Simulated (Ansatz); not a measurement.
# Antimonene bilayer (AA) in a perpendicular field, part 2 of 3

Wanted: the out-of-plane response of the antimonene bilayer (AA). A positive field points along +c.

Ansatz 0.2.0; plane-wave DFT, PBE-D3(BJ), Ansatz PAW (set soft_1); PAW set soft_1 (the session's first sound run).

So far. Step 2 (Relaxation): The lattice constant a goes from 4.120 to 4.081 Å.

**3. Atoms held, field 0**

A sawtooth potential applies the field, turning back in the middle of the vacuum. With the dipole correction the typed value is the field outside the slab. The induced dipole is small, so the SCF threshold is tight.

The cell differs from the one that the last finished run ended in (c 43.600 → 24.273 Å).

Input file input.yaml:

```yaml
crystal:
  lattice:
    - [4.0805423759, 0.0, 0.0]
    - [-2.040271188, 3.5338533588, 0.0]
    - [0.0, 0.0, 24.2731018823]
  atoms:
    - { symbol: Sb, position: [0.6666666667, 0.3333333333, 0.3707807945] }
    - { symbol: Sb, position: [0.3333333333, 0.6666666667, 0.4387937203] }
    - { symbol: Sb, position: [0.6666666667, 0.3333333333, 0.5612062797] }
    - { symbol: Sb, position: [0.3333333333, 0.6666666667, 0.6292192055] }
kpoints:
  mp_grid: { grid: [12, 12, 1] }
  band_path:
    path: [[0, 0, 0], [0.5, 0, 0], [0.33333333, 0.33333333, 0], [0, 0, 0]]
    npoints: 16
hamiltonian:
  xc: pbe
  dispersion: d3bj
  pseudopotentials: { kind: paw, azcp: { folder: soft_1 } }
scf:
  occupations: { method: fermi_dirac, width: 0.05 }
  convergence: { dr2_threshold: 1.0e-10 }
efield:
  axis: 3
  dipole_correction: true
  ramp_position: 0.97
  ramp_width: 0.06
  amplitude: 0
output:
  dos: { projected: true, e_range: [-6, 5] }
  bader: true
  write_potential: true
  write_density: true
  volumetric_format: npy
  elf: true
```

On the command line:

```
$ ansatz run input.yaml --threads 4 --pin off --max-ram 6144MiB --backend cpu --events-out ev --progress --plain --runs-dir out
```

Numbers of over 12 decimals in the logs are rounded to 6 here.

The log of the run:

```text
[...]
Crystal: 4 atoms, lattice volume = 350.019 Å³
Basis set: ecut = 420 eV, 6825 PW (Γ)
Bands: 36, of which v1, the nominal top of the filled ones, is band 30 counted from 1 (29 counted from 0)
Symmetry: 6 space group operations
k-points: 19 of 144 (time reversal used)
[...]
SCF iter   1: F=—  HF=-25939.316259 eV  |F-HF|=—  |Δ(HF+E_count)|=         —  Δρ=1.10e-2  dr2=4.39e-1  ethr=7.24e-4  p=0.000 e·Å  D=9.33e-14 V/Å  ΔV_dip=-0.00 eV  dr2_dipole=3.07e-11  V_vac-E_F(+/−)=4.74/4.74 eV  ⟨swp⟩=1.0  Hψ=4315  notcnv=0
efield: sawtooth ramp at fractional position 0.9700 (set: `efield.ramp_position`, or a place that a band, a saddle search or an elastic batch's reference lends), width 0.0600; the density the first Hamiltonian is built on has a dipole p = 0.000 e·Å; the dipole correction subtracts the counter field D = 9.33e-14 V/Å, which shifts the + side's vacuum level by -0.00 eV against the − side's; the planar-averaged density in the ramp window peaks in size at 4.5e-8 e/Å³
[...]
SCF iter   2: F=—  HF=-25939.286876 eV  |F-HF|=—  |Δ(HF+E_count)|=   2.94e-2  Δρ=2.23e-3  dr2=1.38e-1  ethr=7.24e-4  p=0.000 e·Å  D=1.50e-6 V/Å  ΔV_dip=-0.00 eV  dr2_dipole=2.37e-9  V_vac-E_F(+/−)=3.93/3.93 eV  ⟨swp⟩=3.7  Hψ=1061  notcnv=0
[...]
SCF iter  12: F=-25939.268293 eV  HF=-25939.268293 eV  |F-HF|=2.18e-11  |Δ(HF+E_count)|=  5.09e-11  Δρ=2.17e-8  dr2=9.22e-12  ethr=1.00e-12  p=-0.000 e·Å  D=-5.97e-8 V/Å  ΔV_dip=0.00 eV  dr2_dipole=8.15e-13  V_vac-E_F(+/−)=4.19/4.19 eV  ⟨swp⟩=6.8  Hψ=1654  notcnv=0
SCF 1 converged in 12 iterations: F = -25939.268293 eV  dr2 = 9.22e-12
[...]
NSCF: frozen V_eff on 49 k-points
efield: sawtooth ramp at fractional position 0.9700 (kept from the solve that this one continues, or follows in the run), width 0.0600; the density the first Hamiltonian is built on has a dipole p = -0.000 e·Å; the dipole correction subtracts the counter field D = -5.97e-8 V/Å, which shifts the + side's vacuum level by +0.00 eV against the − side's; the planar-averaged density in the ramp window peaks in size at 5.2e-8 e/Å³
WARN: The output density's exchange-correlation potential varies sharply where the density is thin. Do not read a vacuum level from v_tot or v_xc, or from such a field of the output density. On a cell that repeats whose density bears no net charge and no dipole along the vacuum's axis use v_es (v_loc + v_h of the components); under efield.dipole_correction with no amplitude use v_es + v_field, which holds any externa [...]
SCF converged after 12 iterations
Free energy (F): -25939.268293 eV
[...]
Internal energy: -25939.266078 eV  (E = F + TS)
E sigma→0 (E₀):  -25939.267186 eV
Entropy (-TS):   -0.002215 eV (-0.554 meV/atom)
Fermi energy:    0.790555 eV
Dipole field:    D = 0.000001 V/Å  (p = 0.000002 e·Å, saw-weighted, corrected)
Work function:   Φ+ = 4.1908 eV   Φ− = 4.1908 eV
Levels:          The Fermi level and band energies are counted from a zero that moves with the ramp; work functions are not
[...]
--- Band table (eV; the first three rows and the last of 19) ---
  k-point 0: bands = [... 26 lower, 0.0697, 0.3070, 0.3070, 0.3987, 1.7488, 2.7781, 2.9020, 2.9020, ... 2 higher]
  k-point 1: bands = [... 26 lower, -0.4227, -0.1133, 0.1370, 0.6368, 2.2572, 2.6139, 2.8278, 3.0171, ... 2 higher]
  k-point 2: bands = [... 26 lower, -0.8346, -0.5144, -0.2423, 0.4634, 1.7958, 2.3617, 3.2041, 3.3145, ... 2 higher]
  k-point 18: bands = [... 26 lower, -2.3861, -2.3861, -1.1950, -1.1950, 0.8664, 2.2091, 3.1015, 3.1015, ... 2 higher]
--- Bader charges: 4 sites ---
  site symbol  charge [e]  shift [e]
     0     Sb     -0.0060     0.0000
     1     Sb      0.0060     0.0000
     2     Sb      0.0060     0.0000
     3     Sb     -0.0060     0.0000
  estimated error of the sums over rays = 2.1e-4 e
```

The job ended after 26 s (4 threads of Intel Xeon Platinum 8259CL at 2.50GHz (Skylake/Cascade Lake), shared host; peak memory 0.86 GiB).

Reading the cycles: dr2 is the Hartree energy of the density residual (eV), the measure of convergence; HF is the Harris–Foulkes estimate of the energy, which meets the free energy F at convergence.

This step gave:

```
energy at zero smearing            : -25939.2672 eV
dipole along the normal            : 1.66e-6 e·Å
gap along the path                 : 0.2114 eV
smallest direct gap along the path : 1.311 eV
ionisation energy, upper face      : 4.326 eV
electron affinity, upper face      : 4.115 eV
gap, the smaller of path and mesh  : 0.2114 eV
```

Running mean over a fixed 2.6 Å (it still follows the layers) of the planar mean; the ramp of the sawtooth is left out. The electron's electrostatic potential energy less the Fermi level by z:

| z (Å) | electron's electrostatic potential energy less the Fermi level (eV) |
| --- | --- |
| 3.0 | 4.19 |
| 3.5 | 4.19 |
| 4.0 | 4.19 |
| 4.5 | 4.19 |
| 5.0 | 4.18 |
| 5.5 | 4.17 |
| 6.0 | 4.11 |
| 6.5 | 3.91 |
| 7.0 | 3.17 |
| 7.5 | 1.36 |
| 8.0 | -0.936 |
| 8.5 | -2.99 |
| 9.0 | -4.87 |
| 9.5 | -6.55 |
| 10.0 | -6.83 |
| 10.5 | -5.49 |
| 11.0 | -3.73 |
| 11.5 | -2.31 |
| 12.0 | -1.58 |
| 12.5 | -1.80 |
| 13.0 | -2.90 |
| 13.5 | -4.49 |
| 14.0 | -6.25 |
| 14.5 | -6.92 |
| 15.0 | -5.89 |
| 15.5 | -4.00 |
| 16.0 | -2.11 |
| 16.5 | 0.110 |
| 17.0 | 2.30 |
| 17.5 | 3.63 |
| 18.0 | 4.03 |
| 18.5 | 4.15 |
| 19.0 | 4.18 |
| 19.5 | 4.19 |
| 20.0 | 4.19 |
| 20.5 | 4.19 |
| 21.0 | 4.19 |

The density of states has structure finer than the step of the table below, so its rows give means over 0.2 eV, whole bins alone (the curve runs from -6 to 1.88 eV). Peaks (eV: height): -3.41: 6.95, -2.80: 6.41, -2.36: 6.75, -1.70: 7.33, -1.45: 8.04, 1.53: 6.22, 1.69: 6.75.

Table of density of states by energy, zero at the Fermi level of the run, which the smearing sets inside the gap; means over each step:

energy (eV), density of states (states/eV a cell) and a bar:
```
     -4.6       0.00 
     -4.4       0.37 ##
     -4.2       4.32 ########################
     -4.0       3.13 #################
     -3.8       1.73 ##########
     -3.6       1.77 ##########
     -3.4       4.52 #########################
     -3.2       2.26 #############
     -3.0       2.11 ############
     -2.8       4.24 ########################
     -2.6       3.01 #################
     -2.4       4.45 #########################
     -2.2       4.01 ######################
     -2.0       2.87 ################
     -1.8       3.39 ###################
     -1.6       5.37 ##############################
     -1.4       5.30 ##############################
     -1.2       2.01 ###########
     -1.0       1.35 ########
     -0.8       0.97 #####
     -0.6       0.80 ####
     -0.4       0.57 ###
     -0.2       1.04 ######
      0.0       0.01 
      0.2       0.39 ##
      0.4       1.14 ######
      0.6       1.67 #########
      0.8       2.67 ###############
      1.0       1.83 ##########
      1.2       2.00 ###########
      1.4       5.21 #############################
      1.6       4.36 ########################
```

Projected DOS per atom over height of the atomic layer and energy from the Fermi level. Layers: Sb Sb Sb Sb from below.

Values in states/eV, 22 rows by 4 columns, each cell a mean:
```
0.69 0.76 0.76 0.69
1.03 1.01 1.01 1.03
0.57 0.44 0.44 0.57
0.50 0.37 0.37 0.50
0.20 0.15 0.15 0.20
0.11 0.08 0.08 0.11
0.17 0.15 0.15 0.17
0.24 0.24 0.24 0.24
0.47 0.44 0.44 0.47
1.58 1.13 1.13 1.58
0.84 0.79 0.79 0.84
1.03 1.14 1.14 1.03
0.86 0.82 0.82 0.86
0.77 0.70 0.70 0.77
0.89 0.86 0.86 0.89
0.38 0.47 0.47 0.38
0.69 0.95 0.95 0.69
0.28 0.40 0.40 0.28
0.00 0.00 0.00 0.00
0.00 0.00 0.00 0.00
0.00 0.00 0.00 0.00
0.00 0.00 0.00 0.00
```
Columns: height of the atomic layer (Å) from 9 to 15.3 (not evenly spaced); rows upwards: energy from the Fermi level (eV) from -5.96 to 1.87.

Electronic bands along the path, in eV, zero at the Fermi level of the run, which the smearing sets inside the gap:

| point | band 27 | band 28 | band 29 | band 30 | band 31 | band 32 | band 33 | band 34 |
| --- | --- | --- | --- | --- | --- | --- | --- | --- |
| Γ | -0.72 | -0.48 | -0.48 | -0.39 | 0.96 | 1.99 | 2.11 | 2.11 |
| halfway | -1.73 | -1.51 | -1.44 | -0.93 | 0.50 | 1.41 | 2.46 | 2.48 |
| M | -2.73 | -2.36 | -2.05 | -1.74 | 0.74 | 0.80 | 1.76 | 2.33 |
| halfway | -3.05 | -2.82 | -2.39 | -1.72 | 0.83 | 1.43 | 1.90 | 2.45 |
| K | -3.18 | -3.18 | -1.99 | -1.99 | 0.08 | 1.42 | 2.31 | 2.31 |
| halfway | -2.66 | -2.38 | -1.39 | -0.99 | 1.48 | 1.68 | 1.87 | 2.60 |
| Γ | -0.72 | -0.48 | -0.48 | -0.39 | 0.96 | 1.99 | 2.11 | 2.11 |

Electrostatic potential energy in the ca plane at fractional y = 0.333, with atoms of Sb within 0.2 Å of it. With pseudopotentials it is smooth inside the atoms' cores, unlike the true potential.

Values in eV, 6 rows by 16 columns, each cell a mean:
```
  5   5   5   3 -14 -13   1   3  -1 -19  -6   2   4   5   5   5
  5   5   5   0 -35 -33   0   4 -12 -39 -20   3   5   5   5   5
  5   5   5   1 -32 -29   1   4  -9 -37 -17   3   4   5   5   5
  5   5   5   3  -7  -6   1   3   1 -10  -2   1   4   5   5   5
  5   5   5   4   3   1  -3   1   4   3   0  -3   3   5   5   5
  5   5   5   4   2   1  -2   1   3   2   0  -2   3   5   5   5
```
Columns run along c (16.0 Å, from fractional 0.18 to 0.84 of the cell; values clipped at the 3rd and 97th percentile), rows up along a (4.1 Å). Atoms in or near the plane, at fractional coordinates: Sb at (0.37, 0.67), Sb at (0.56, 0.67).

ELF in the ca plane at fractional y = 0.333, with atoms of Sb within 0.2 Å of it. It is the smooth field of the valence electrons, not physical close to the nuclei.

Values, 6 rows by 16 columns, each cell a mean:
```
0.00 0.03 0.30 0.70 0.49 0.43 0.43 0.17 0.48 0.41 0.48 0.36 0.18 0.04 0.00 0.00
0.00 0.08 0.53 0.77 0.22 0.19 0.27 0.13 0.55 0.10 0.29 0.18 0.03 0.00 0.00 0.00
0.00 0.07 0.50 0.78 0.29 0.24 0.30 0.12 0.56 0.17 0.33 0.21 0.04 0.01 0.00 0.00
0.00 0.02 0.20 0.60 0.52 0.49 0.47 0.23 0.40 0.46 0.52 0.43 0.29 0.07 0.01 0.00
0.00 0.00 0.01 0.08 0.20 0.39 0.46 0.48 0.10 0.24 0.44 0.52 0.61 0.22 0.02 0.00
0.00 0.00 0.03 0.18 0.32 0.45 0.48 0.43 0.15 0.34 0.48 0.52 0.56 0.18 0.01 0.00
```
Columns run along c (16.0 Å, from fractional 0.18 to 0.84 of the cell), rows up along a (4.1 Å). Atoms in or near the plane, at fractional coordinates: Sb at (0.37, 0.67), Sb at (0.56, 0.67).

Valence density in the ca plane at fractional y = 0.333, with atoms of Sb within 0.2 Å of it. It is the smooth field of the valence electrons, not physical close to the nuclei.

Ten steps, logarithmic in the rise over the least value, from '0' (0 e/Å³) to '9' (14 e/Å³), each cell a mean:
```
00000000001223222111000122322211100000000000
00000000011356532110001235653211000000000000
00000000012589852110001358974210000000000000
00000000012589963110001369985210000000000000
00000000012478852110001257874210000000000000
00000000001345432110001235543211000000000000
00000000001122222111000112222211100000000000
00000000000011112221100011111221110000000000
00000000000001111221100000111222110000000000
00000000000001111221100000111222110000000000
00000000000111112211100011111221110000000000
```
Columns run along c (16.0 Å, from fractional 0.18 to 0.84 of the cell), rows up along a (4.1 Å). Atoms in or near the plane, at fractional coordinates: Sb at (0.37, 0.67), Sb at (0.56, 0.67).

The gap is 0.21 eV, with the valence edge 4.33 eV and the conduction edge 4.11 eV under the upper vacuum level. Spin-orbit coupling, left out in this run, matters for the bands of elements this heavy.

**4. Atoms held, field 0.03 V/Å**

input.yaml, as its differences from that of step 3:

```diff
@@ -27,6 +27,4 @@
   ramp_width: 0.06
-  amplitude: 0
+  amplitude: 0.03
 output:
-  dos: { projected: true, e_range: [-6, 5] }
-  bader: true
   write_potential: true
@@ -34,2 +32 @@
   volumetric_format: npy
-  elf: true
```

The log of the run:

```text
[...]
Crystal: 4 atoms, lattice volume = 350.019 Å³
Basis set: ecut = 420 eV, 6825 PW (Γ)
Bands: 36, of which v1, the nominal top of the filled ones, is band 30 counted from 1 (29 counted from 0)
Symmetry: 6 space group operations
k-points: 19 of 144 (time reversal used)
[...]
k-point 0: bands = [... 26 lower, 0.0695, 0.3070, 0.3070, 0.3986, 1.7487, 2.7780, 2.9017, 2.9017, ... 2 higher]
  k-point 1: bands = [... 26 lower, -0.4227, -0.1134, 0.1370, 0.6367, 2.2570, 2.6138, 2.8278, 3.0169, ... 2 higher]
  k-point 2: bands = [... 26 lower, -0.8347, -0.5145, -0.2423, 0.4633, 1.7957, 2.3617, 3.2040, 3.3143, ... 2 higher]
  k-point 18: bands = [... 26 lower, -2.3863, -2.3860, -1.1968, -1.1934, 0.8663, 2.2090, 3.1003, 3.1026, ... 2 higher]
[key lines of the parts left out:]
SCF converged after 11 iterations
Free energy (F): -25939.268613 eV
Fermi energy:    0.790475 eV
Dipole field:    D = 0.011041 V/Å  (p = 0.021356 e·Å, saw-weighted, corrected)
```

Run time: 15 s. Hardware: 4 threads; peak memory 0.78 GiB; 58 s of CPU time.

The dipole is 0.0214 e·Å, and the gap 0.211 eV.

**5. Atoms held, field -0.03 V/Å**

input.yaml, as its differences from that of step 4:

```diff
@@ -27,3 +27,3 @@
   ramp_width: 0.06
-  amplitude: 0.03
+  amplitude: -0.03
 output:
```

The log of the run:

```text
[...]
Crystal: 4 atoms, lattice volume = 350.019 Å³
Basis set: ecut = 420 eV, 6825 PW (Γ)
Bands: 36, of which v1, the nominal top of the filled ones, is band 30 counted from 1 (29 counted from 0)
Symmetry: 6 space group operations
k-points: 19 of 144 (time reversal used)
[...]
k-point 0: bands = [... 26 lower, 0.0695, 0.3070, 0.3070, 0.3986, 1.7487, 2.7780, 2.9017, 2.9017, ... 2 higher]
  k-point 1: bands = [... 26 lower, -0.4227, -0.1134, 0.1370, 0.6367, 2.2570, 2.6138, 2.8278, 3.0169, ... 2 higher]
  k-point 2: bands = [... 26 lower, -0.8347, -0.5145, -0.2423, 0.4633, 1.7957, 2.3617, 3.2040, 3.3143, ... 2 higher]
  k-point 18: bands = [... 26 lower, -2.3863, -2.3860, -1.1968, -1.1934, 0.8663, 2.2090, 3.1003, 3.1026, ... 2 higher]
[key lines of the parts left out:]
SCF converged after 11 iterations
Free energy (F): -25939.268613 eV
Fermi energy:    0.790475 eV
Dipole field:    D = -0.011041 V/Å  (p = -0.021356 e·Å, saw-weighted, corrected)
```

Wall time 15 s (4 threads); peak memory 0.77 GiB; 56 s of CPU time.

The dipole is -0.0214 e·Å, and the gap 0.211 eV.

**6. Atoms held, field 0.15 V/Å**

input.yaml, as its differences from that of step 5:

```diff
@@ -25,5 +25,5 @@
   dipole_correction: true
-  ramp_position: 0.97
-  ramp_width: 0.06
-  amplitude: -0.03
+  ramp_position: 0.9625
+  ramp_width: 0.075
+  amplitude: 0.15
 output:
```

The log of the run:

```text
[...]
Crystal: 4 atoms, lattice volume = 350.019 Å³
Basis set: ecut = 420 eV, 6825 PW (Γ)
Bands: 36, of which v1, the nominal top of the filled ones, is band 30 counted from 1 (29 counted from 0)
Symmetry: 6 space group operations
k-points: 19 of 144 (time reversal used)
[...]
k-point 0: bands = [... 26 lower, 0.0661, 0.3071, 0.3071, 0.3965, 1.7467, 2.7767, 2.8951, 2.8951, ... 2 higher]
  k-point 1: bands = [... 26 lower, -0.4217, -0.1168, 0.1370, 0.6350, 2.2538, 2.6114, 2.8264, 3.0128, ... 2 higher]
  k-point 2: bands = [... 26 lower, -0.8363, -0.5177, -0.2424, 0.4619, 1.7928, 2.3603, 3.2012, 3.3092, ... 2 higher]
  k-point 18: bands = [... 26 lower, -2.3891, -2.3874, -1.2047, -1.1878, 0.8642, 2.2078, 3.0932, 3.1049, ... 2 higher]
[key lines of the parts left out:]
SCF converged after 12 iterations
Free energy (F): -25939.276302 eV
Fermi energy:    0.788599 eV
Dipole field:    D = 0.055215 V/Å  (p = 0.106804 e·Å, saw-weighted, corrected)
```

The job ended after 14 s (4 threads; peak memory 0.77 GiB).

The dipole is 0.107 e·Å, and the gap 0.211 eV.

**7. Single point, field 0.25 V/Å**

input.yaml, as its differences from that of step 6:

```diff
@@ -27,3 +27,3 @@
   ramp_width: 0.075
-  amplitude: 0.15
+  amplitude: 0.25
 output:
```

The log of the run:

```text
[...]
Crystal: 4 atoms, lattice volume = 350.019 Å³
Basis set: ecut = 420 eV, 6825 PW (Γ)
Bands: 36, of which v1, the nominal top of the filled ones, is band 30 counted from 1 (29 counted from 0)
Symmetry: 6 space group operations
k-points: 19 of 144 (time reversal used)
[...]
k-point 0: bands = [... 26 lower, 0.0597, 0.3072, 0.3072, 0.3927, 1.7429, 2.7741, 2.8841, 2.8841, ... 2 higher]
  k-point 1: bands = [... 26 lower, -0.4201, -0.1230, 0.1369, 0.6317, 2.2476, 2.6068, 2.8236, 3.0052, ... 2 higher]
  k-point 2: bands = [... 26 lower, -0.8392, -0.5237, -0.2427, 0.4593, 1.7875, 2.3577, 3.1960, 3.2984, ... 2 higher]
  k-point 18: bands = [... 26 lower, -2.3937, -2.3907, -1.2125, -1.1844, 0.8602, 2.2056, 3.0849, 3.1044, ... 2 higher]
[key lines of the parts left out:]
SCF converged after 13 iterations
Free energy (F): -25939.290546 eV
Fermi energy:    0.785080 eV
Dipole field:    D = 0.092068 V/Å  (p = 0.178089 e·Å, saw-weighted, corrected)
```

Wall time 15 s (4 threads); peak memory 0.78 GiB.

The dipole is 0.178 e·Å, and the gap 0.210 eV.

**8. Atoms held, field -0.25 V/Å**

input.yaml, as its differences from that of step 7:

```diff
@@ -27,4 +27,6 @@
   ramp_width: 0.075
-  amplitude: 0.25
+  amplitude: -0.25
 output:
+  dos: { projected: true, e_range: [-6, 5] }
+  bader: true
   write_potential: true
@@ -32 +34,2 @@
   volumetric_format: npy
+  elf: true
```

The log of the run:

```text
[...]
Crystal: 4 atoms, lattice volume = 350.019 Å³
Basis set: ecut = 420 eV, 6825 PW (Γ)
Bands: 36, of which v1, the nominal top of the filled ones, is band 30 counted from 1 (29 counted from 0)
Symmetry: 6 space group operations
k-points: 19 of 144 (time reversal used)
[...]
k-point 2: bands = [... 26 lower, -0.8392, -0.5237, -0.2427, 0.4593, 1.7875, 2.3577, 3.1960, 3.2984, ... 2 higher]
  k-point 18: bands = [... 26 lower, -2.3937, -2.3907, -1.2125, -1.1844, 0.8602, 2.2056, 3.0849, 3.1044, ... 2 higher]
--- Bader charges: 4 sites ---
  site symbol  charge [e]  shift [e]
     0     Sb      0.0193     0.0000
     1     Sb     -0.0061     0.0000
     2     Sb      0.0180     0.0000
     3     Sb     -0.0312     0.0000
  estimated error of the sums over rays = 1.9e-4 e
[key lines of the parts left out:]
SCF converged after 13 iterations
Free energy (F): -25939.290546 eV
Fermi energy:    0.785080 eV
Dipole field:    D = -0.092068 V/Å  (p = -0.178089 e·Å, saw-weighted, corrected)
```

Elapsed: 29 s, on 4 threads; peak memory 0.83 GiB; 1.9 min of CPU time.

The dipole is -0.178 e·Å, and the gap 0.210 eV.

[end of part 2 of 3]

[Logs are printed without paths, hosts, clocks, repeated set-up lines and the standing remarks that a program may print on its own settings, such as how far it seeks lower states.]

[Hosts, paths, dates, database ids (printed as entryN), source tags and the programs' standing remarks are cut or masked in the printed files.]

[Maps of the electrostatic potential energy from Ansatz leave out the sawtooth potential of an applied field or a dipole correction, so their vacuum need not be flat; planar profiles and work functions include it.]

[The density of states shown here was stored with 400 of the rows of the run's finer table, so its peaks can read low, often by over a quarter, or be missed, and its means over a window can be off by a tenth or more.]
